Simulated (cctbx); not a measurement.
# What resolution and counting buy: CeHf2Si2

Space group I4/mmm (no. 139), a = 4.4130 Å, b = 4.4130 Å, c = 10.3100 Å, α = 90.00°, β = 90.00°, γ = 90.00°.

| atom | mult. | x | y | z | Ueq (Å²) |
| --- | --- | --- | --- | --- | --- |
| Hf1 | 4 | 1/2 | 0 | 1/4 | 0.0066 |
| Ce1 | 2 | 0 | 0 | 0 | 0.0062 |
| Si1 | 4 | 1/2 | 1/2 | 0.1231 | 0.0084 |

The model was made for the exercise: a known structure type with other elements put in, its volume estimated, not relaxed; displacement parameters are assumed.

Five simulated data sets (cctbx; Mo Kα, λ = 0.71073 Å; 6 % proportional error) differ in resolution or exposure (noise floor 4 counts in the first three, 8 in the last two). Each is refined with the right model, isotropic at 1.1 Å and anisotropic otherwise. How do the figures of merit and the uncertainties move?

| d min (Å) | top counts | ⟨I/σ⟩ (unmerged, absences included) | unique | param. (scale apart) | Rint | R1 | GooF | largest s.u. xyz (fractional) | s.u. U of Si1 (Å²) | largest error (Å) |
| --- | --- | --- | --- | --- | --- | --- | --- | --- | --- | --- |
| 1.1 | 70000 | 8.1 | 35 | 4 | 0.039 | 0.0126 | 1.05 | 0.00034 | 0.0012 | 0.0018 |
| 0.84 | 70000 | 7.8 | 72 | 7 | 0.044 | 0.0114 | 0.84 | 0.00017 | 0.0005 | 0.0008 |
| 0.6 | 70000 | 7.8 | 176 | 7 | 0.047 | 0.0103 | 0.90 | 0.00009 | 0.0002 | 0.0001 |
| 0.75 | 300 | 1.4 | 96 | 7 | 0.203 | 0.0467 | 0.89 | 0.00157 | 0.0038 | 0.0151 |
| 0.75 | 3000 | 4.4 | 96 | 7 | 0.060 | 0.0148 | 0.89 | 0.00037 | 0.0010 | 0.0037 |

The number of reflections grows roughly as 1/d³: 35, 72 and 176 here. R1 follows the noise rather than the truth: at 300 counts it is 0.0467, at 3000 counts 0.0148, while GooF is 0.89 and 0.89: the weights 1/σ² carry the noise. The s.u. of U (U11 where anisotropic) for Si1 goes 0.0012, 0.0005, 0.0002 Å² with resolution and 0.0038, 0.0010 Å² with exposure.

Hardware for the 0.6 Å refinement: 0.59 s on 1 thread of Arm Neoverse N1, on a shared host, peak memory 0.09 GiB.
